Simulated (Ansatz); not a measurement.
**G0W0 on several functionals: WSe2 (P6_3/mmc)**

Aim: G0W0 for WSe2 (P6_3/mmc) on several starting functionals, at one mesh, band count and screening cutoff.

Program: Ansatz 0.2.0. Level of theory: G0W0 on several functionals, plane waves, PAW. Results are calculated unless marked as measured.

The database entry behind the starting cell differs from later determinations by our own check (a about 0.2 % long), so it need not match the best structure at ambient conditions.

### Step 1. Starting point

It takes space group P6_3/mmc (No. 194, hexagonal). Conventional cell: a = 3.290 Å, b = 3.290 Å, c = 12.970 Å, α = 90.00°, β = 90.00°, γ = 120.00°. Nearest to W lie 6 Se at 2.53 Å. Nearest to Se lie 3 W at 2.53 Å. Farther neighbours and most contacts between anions are not listed.

The cell and positions come from the Crystallography Open Database and are kept as given unless a step says otherwise. Spin-orbit coupling is left out unless a step names it.

### Step 2. G0W0 on PBE

G0W0 replaces the xc potential by the self-energy, built once from these orbitals. Only a window of levels is corrected, while the sums run over the empty bands that the input names. This step takes hard PAW files.

This step: G0W0 on PBE, plane waves, PAW.

Contents of input.yaml:

```yaml
crystal:
  lattice:
    - [3.29, 0.0, 0.0]
    - [-1.645, 2.8492235785, 0.0]
    - [0.0, 0.0, 12.97]
  atoms:
    - { symbol: W, position: [0.3333333333, 0.6666666667, 0.25] }
    - { symbol: W, position: [0.6666666667, 0.3333333333, 0.75] }
    - { symbol: Se, position: [0.3333333333, 0.6666666667, 0.621] }
    - { symbol: Se, position: [0.6666666667, 0.3333333333, 0.121] }
    - { symbol: Se, position: [0.3333333333, 0.6666666667, 0.879] }
    - { symbol: Se, position: [0.6666666667, 0.3333333333, 0.379] }
kpoints:
  mp_grid: { grid: [6, 6, 2] }
hamiltonian:
  xc: pbe
  pseudopotentials: { kind: paw, source: ansatz }
scf:
  occupations: { method: fixed }
gw:
  n_empty_bands: 723
  ecut_chi: 190.0
  qp_bands: [v2, c2]
  qp_kpoints: band_edges
  screening: { model: contour_deformation }
```

Command:

```console
ansatz run input.yaml --threads 4 --pin off --max-ram 138240MiB --backend cuda --events-out ev --progress --plain --runs-dir out --devices 1 --max-vram 26GiB  # rebuilt from the run's record
```

Numbers of over 12 decimals in the logs are rounded to 6 here.

The program printed:

```text
GPUs: using 1 of 1 available (devices: 1).
Engine: ansatz 0.2.0, x86_64-unknown-linux-gnu
Pseudopotentials: kind: paw
Pseudopotential: W, paw, valence charge 28, recommended cutoff 760 eV (normal), W.paw.azcp
Pseudopotential: Se, paw, valence charge 16, recommended cutoff 580 eV (normal), Se.paw.azcp
Functional definition: PBE
  parameter kappa = 0.804
  parameter beta = 0.066725
  exchange = pbe_x(kappa = kappa, mu = beta*pi^2/3)
  correlation = pbe_c(beta = beta)
device memory: the entry about to start is reckoned to put 5.8 GiB on a device that reports 49.0 GiB free (of which the cap on the GPU budget leaves the run 26.0 GiB)
GPU FFT provider: cuFFT
GPU libraries: cuBLAS 13.8.2, cuFFT 12.4.0, cuSOLVER 12.3.4
Crystal: 6 atoms, lattice volume = 121.580 Å³
Basis set: ecut = 760 eV, 5861 PW (Γ)
Bands: 72, of which v1, the nominal top of the filled ones, is band 60 counted from 1 (59 counted from 0)
Symmetry: 24 space group operations
Space group: P63/mmc (ITA 194), of the structure as read, at distance tolerance 5.0e-5 Å
k-points: 14 of 72
Non-local potential: W, projectors of the file, l = 0: 3, l = 1: 3, l = 2: 2, l = 3: 3
Non-local potential: Se, projectors of the file, l = 0: 2, l = 1: 2, l = 2: 3, l = 3: 1
PAW form: soft (Blöchl's): semilocal exchange-correlation on the pseudo side does not see the compensation charge
PAW one-centre angular grid: W, 590 points (default); XC on 64 Gauss nodes
PAW one-centre angular grid: Se, 590 points (default); XC on 64 Gauss nodes
Initial density: superposition of atomic densities (chi_scale 0.1, normalization cell, long waves kept (reshape's long-wave potential 0.05 eV rms))
Initial wavefunctions: pseudopotential atomic-orbital guess
GPU buffer pool allocated for 108000 grid points (all kernels)
GPU transforms: local potential and band sums: pruned to the plane-wave sphere, on 30×30×120
Functional: x = pbe(κ = 0.804, μ = 0.219515), c = pbe(β = 0.066725)
SCF iter   1: F=—  HF=-57643.637801 eV  |F-HF|=—  |Δ(HF+E_count)|=         —  Δρ=4.27e-2  dr2=9.13e0  ethr=3.10e-3  ⟨swp⟩=5.0  Hψ=3309  notcnv=0  defer=120
preconditioner: auto → Resta (q_TF=auto, 2.722 Å⁻¹)  ε∞=5.4  [insulator: Δε(μ)=0.730 eV  Ē_g=9.645 eV  n_scr=52 (ndim 8)  ℏωp=20.2 eV  f_vac=0.056  ε∞_Penn≈5.4]
SCF iter   2: F=—  HF=-57642.412699 eV  |F-HF|=—  |Δ(HF+E_count)|=    1.23e0  Δρ=2.42e-2  dr2=8.25e-1  ethr=3.10e-3  ⟨swp⟩=2.7  Hψ=1426  notcnv=0  defer=106
SCF iter   3: F=—  HF=-57642.228389 eV  |F-HF|=—  |Δ(HF+E_count)|=   1.84e-1  Δρ=1.28e-2  dr2=3.22e-1  ethr=6.87e-4  ⟨swp⟩=3.4  Hψ=1495  notcnv=0  defer=134
SCF iter   4: F=—  HF=-57642.163974 eV  |F-HF|=—  |Δ(HF+E_count)|=   6.44e-2  Δρ=3.51e-3  dr2=1.59e-2  ethr=2.68e-4  ⟨swp⟩=2.4  Hψ=1186  notcnv=0  defer=136
SCF iter   5: F=—  HF=-57642.160633 eV  |F-HF|=—  |Δ(HF+E_count)|=   3.34e-3  Δρ=1.45e-3  dr2=3.28e-3  ethr=1.32e-5  ⟨swp⟩=2.9  Hψ=1902  notcnv=0  defer=138
SCF iter   6: F=—  HF=-57642.162243 eV  |F-HF|=—  |Δ(HF+E_count)|=   1.61e-3  Δρ=5.52e-4  dr2=3.12e-4  ethr=2.73e-6  ⟨swp⟩=2.5  Hψ=1560  notcnv=0  defer=138
SCF iter   7: F=—  HF=-57642.162374 eV  |F-HF|=—  |Δ(HF+E_count)|=   1.31e-4  Δρ=2.22e-4  dr2=5.79e-5  ethr=2.60e-7  ⟨swp⟩=2.0  Hψ=1769  notcnv=0  defer=124
SCF iter   8: F=—  HF=-57642.162467 eV  |F-HF|=—  |Δ(HF+E_count)|=   9.30e-5  Δρ=5.98e-5  dr2=4.01e-6  ethr=4.82e-8  ⟨swp⟩=3.1  Hψ=2181  notcnv=0  defer=104
SCF iter   9: F=—  HF=-57642.162479 eV  |F-HF|=—  |Δ(HF+E_count)|=   1.18e-5  Δρ=1.26e-5  dr2=1.97e-7  ethr=3.34e-9  ⟨swp⟩=2.4  Hψ=1236  notcnv=0  defer=105
SCF iter  10: F=-57642.162479 eV  HF=-57642.162479 eV  |F-HF|=5.25e-9  |Δ(HF+E_count)|=   4.31e-7  Δρ=2.25e-6  dr2=4.48e-9  ethr=8.33e-11  ⟨swp⟩=11.1  Hψ=3745  notcnv=0
SCF 1 converged in 10 iterations: F = -57642.162479 eV  dr2 = 4.48e-9
  greatest PAW one-centre occupation: 0.998 electrons in one spin orbital (limit 2), on the W atom at site 1 (counted from 0), in its partial waves of l = 3
device memory: the entry about to start is reckoned to put 7.2 GiB (of the 7.3 GiB reckoned in all, the device holds 0.1 GiB already) on a device that reports 43.3 GiB free (of which the cap on the GPU budget leaves the run 25.9 GiB)
NSCF: frozen V_eff on 14 k-points
the band table was solved once the SCF had ended and its energy, with any forces and stress, was formed, with the checks that follow a solve (3857 applications of the Hamiltonian). They found nothing against the state; the energy, forces and stress were not computed again (output.eigenvalues in the input reference)
device memory: the entry about to start is reckoned to put 9.9 GiB on a device that reports 43.5 GiB free (of which the cap on the GPU budget leaves the run 26.0 GiB)
NSCF: frozen V_eff on 14 k-points
G₀W₀ screening: q 1/14
[... further progress lines ...]
SCF converged after 10 iterations
Free energy (F): -57642.162479 eV
Harris-Foulkes:  -57642.162479 eV  (|F-HF|=5.25e-9)
Internal energy: -57642.162479 eV  (E = F + TS)
E sigma→0 (E₀):  -57642.162479 eV
Fermi energy:    14.919853 eV
--- Per-component energies (eV) ---
  E_band       = -1883.480146
  E_kinetic    = 2249.312017
  E_local      = -34402.835856  (includes V_loc(G=0)·N_el)
  E_nonlocal   = 759.906331
  E_hartree    = 12673.973980
  E_xc         = -1191.063559
  E_vxc        = -1077.490319  (∫ρ·V_xc dr)
  E_paw        = -21363.438097  (= ΣΔE_a)
  E_vpaw       = 5239.671519  (= ΣTr[D̂ρ^β])
  E_aug_tail   = -0.000311  (compensation charges beyond the density's cutoff)
  E_ewald      = -16368.016984
  E_smearing   = -0.000000  (= −TS)
  E_closure    = -0.000000  (closes the sum)
  Σ components = -57642.162479   (vs F -57642.162479, Δ=0.00e0)
--- Band table (eV; the first three rows and the last of 14) ---
  k-point 0: bands = [... 56 lower, 13.4219, 13.8160, 13.8535, 14.9199, 17.5607, 17.5607, 17.6112, 17.6112, ... 8 higher]
  k-point 1: bands = [... 56 lower, 13.3943, 13.3943, 14.7035, 14.7035, 17.5663, 17.5663, 17.5663, 17.5663, ... 8 higher]
  k-point 2: bands = [... 56 lower, 13.0758, 13.8350, 13.8674, 14.2514, 16.5751, 17.1079, 17.1806, 17.2513, ... 8 higher]
  k-point 13: bands = [... 56 lower, 12.1853, 12.1853, 14.5838, 14.5838, 16.2499, 16.2499, 17.3529, 17.3529, ... 8 higher]
--- G₀W₀: contour deformation, 7 samples at zero and on the imaginary axis and 1 off it, 72 q-points, 723 empty bands' worth ---
  eigenvalues of the whole cell's RPA ε∞ on this k-mesh (on a slab, of 1 + 4πα/V) = 7.1171, 15.2580, 15.2580; static W/v taken at q = 0 is 0.069014
  bands read: the sum over 783 bands ends inside a degenerate multiplet in 9 slots, whose members it reads at an even weight; the widest, k=1: bands 783 to 786 (counted from 1) at 1/4 each
  gw.qp_kpoints: band_edges: 10 of 14 stored k-points solved, in 1 pass; an edge of the gap read off the rows below is read off those points alone
    valence top: of the k-points left out ik 7 came nearest to being solved in a further pass, in band 59 (counted from 1, as in the quasiparticle table): it holds the edge there only if its correction is more favourable than any solved in that band by at least 1.252 eV; those differ by 0.297 eV
    conduction bottom: of the k-points left out ik 4 came nearest to being solved in a further pass, in band 61 (counted from 1, as in the quasiparticle table): it holds the edge there only if its correction is more favourable than any solved in that band by at least 0.577 eV; those differ by 0.083 eV
    ik  band        ε_KS         Σx   Σc(E_QP)       V_xc       Z   E_QP_lin       E_QP  E_QP is
     0    59     13.8535   -18.1827     1.5306   -15.9694  0.7687    13.1624    13.1709  root
     0    60     14.9199   -19.3932     0.2626   -18.7634  0.7513    14.5511    14.5526  root
     0    61     17.5607   -13.9012    -4.3017   -18.2348  0.7555    17.5926    17.5926  root
     0    62     17.5607   -13.9012    -4.3017   -18.2348  0.7555    17.5926    17.5926  root
     1    59     14.7035   -19.0979     0.5078   -18.1736  0.7535    14.2849    14.2871  root
     1    60     14.7035   -19.0979     0.5078   -18.1736  0.7535    14.2849    14.2871  root
     1    61     17.5663   -13.8598    -4.2879   -18.1698  0.7545    17.5884    17.5884  root
     1    62     17.5663   -13.8598    -4.2879   -18.1698  0.7545    17.5884    17.5884  root
     2    59     13.8674   -18.2455     1.5126   -16.0683  0.7682    13.1951    13.2028  root
     2    60     14.2514   -19.1008     0.6492   -18.0656  0.7483    13.8631    13.8654  root
     2    61     16.5751   -13.3725    -4.0553   -17.3905  0.7584    16.5379    16.5378  root
     2    62     17.1079   -14.0361    -4.3985   -18.5074  0.7620    17.1808    17.1807  root
     3    59     14.2057   -19.0555     0.7594   -17.8830  0.7496    13.7899    13.7926  root
     3    60     14.2057   -19.0555     0.7594   -17.8830  0.7496    13.7899    13.7926  root
     3    61     16.8555   -13.7699    -4.1706   -17.9284  0.7554    16.8434    16.8434  root
     3    62     16.8555   -13.7699    -4.1706   -17.9284  0.7554    16.8434    16.8434  root
     8    59     13.7803   -19.3622     0.9824   -17.9847  0.7403    13.3820    13.3851  root
     8    60     13.8205   -19.4395     0.9748   -18.0521  0.7433    13.4046    13.4079  root
     8    61     15.8968   -13.0802    -3.7691   -16.7993  0.7634    15.8468    15.8468  root
     8    62     16.7831   -14.1711    -4.2536   -18.4321  0.7475    16.7905    16.7905  root
     9    59     13.8063   -19.4149     0.9753   -18.0346  0.7420    13.3981    13.4013  root
     9    60     13.8063   -19.4149     0.9753   -18.0346  0.7420    13.3981    13.4013  root
     9    61     16.2891   -13.6477    -3.9688   -17.6002  0.7593    16.2727    16.2727  root
     9    62     16.2891   -13.6477    -3.9688   -17.6002  0.7593    16.2727    16.2727  root
[...]
12    59     14.4781   -18.1714     0.3479   -17.4298  0.7510    14.0824    14.0845  root
    12    60     14.7241   -18.7999     0.2020   -18.2208  0.7509    14.3454    14.3470  root
    12    61     16.2498   -15.5798    -4.0813   -19.6945  0.7436    16.2832    16.2832  root
    12    62     16.2498   -15.5798    -4.0813   -19.6945  0.7436    16.2832    16.2832  root
    13    59     14.5838   -18.3914     0.2723   -17.7336  0.7513    14.1965    14.1983  root
    13    60     14.5838   -18.3914     0.2723   -17.7336  0.7513    14.1965    14.1983  root
    13    61     16.2499   -15.5769    -4.0812   -19.6915  0.7436    16.2832    16.2832  root
    13    62     16.2499   -15.5769    -4.0812   -19.6915  0.7436    16.2832    16.2832  root
```

It took 86 s on 1 × NVIDIA H100 80GB HBM3 (shared by 3 runs) with 4 threads of AMD EPYC 7R13 (Zen 3), shared host; peak memory 3.6 GiB.

Numbers from this step:

```
bands summed                                 : 783
RPA ε∞ on this mesh (eigenvalues)            : 7.117, 15.26, 15.26
plane waves in the screening matrix          : 749
q-points in the mesh                         : 72
G0W0 gap on the mesh                         : 1.294 eV
k of the valence top                         : 0, 0, 0
k of the conduction bottom                   : 0.1667, 0.1667, 0
starting gap on the mesh                     : 0.9770 eV
Z at the valence top                         : 0.7513
Z at the conduction bottom                   : 0.7634
least direct G0W0 gap on the computed points : 1.936 eV
```

The gap on the mesh goes from 0.98 eV to 1.29 eV, a correction of +0.32 eV. Between the two edge states, bare exchange in place of the xc potential would open the gap by 4.35 eV, and correlation takes back 4.03 eV.

[end of part 1 of 2]

[Paths, hosts, dates, memory and timing lines, banners, echoed tables and standing remarks are left out of the program output.]

[Logs are printed without paths, hosts, clocks, repeated set-up lines and the standing remarks that a program may print on its own settings, such as how far it seeks lower states.]

[Runs of the session that timed out or met a known fault of the program may be left out.]

[Cells called generated may have been cut or substituted from an entry of the Crystallography Open Database or the Materials Project.]

[Hosts, paths, dates, database ids (printed as entryN), source tags and the programs' standing remarks are cut or masked in the printed files.]
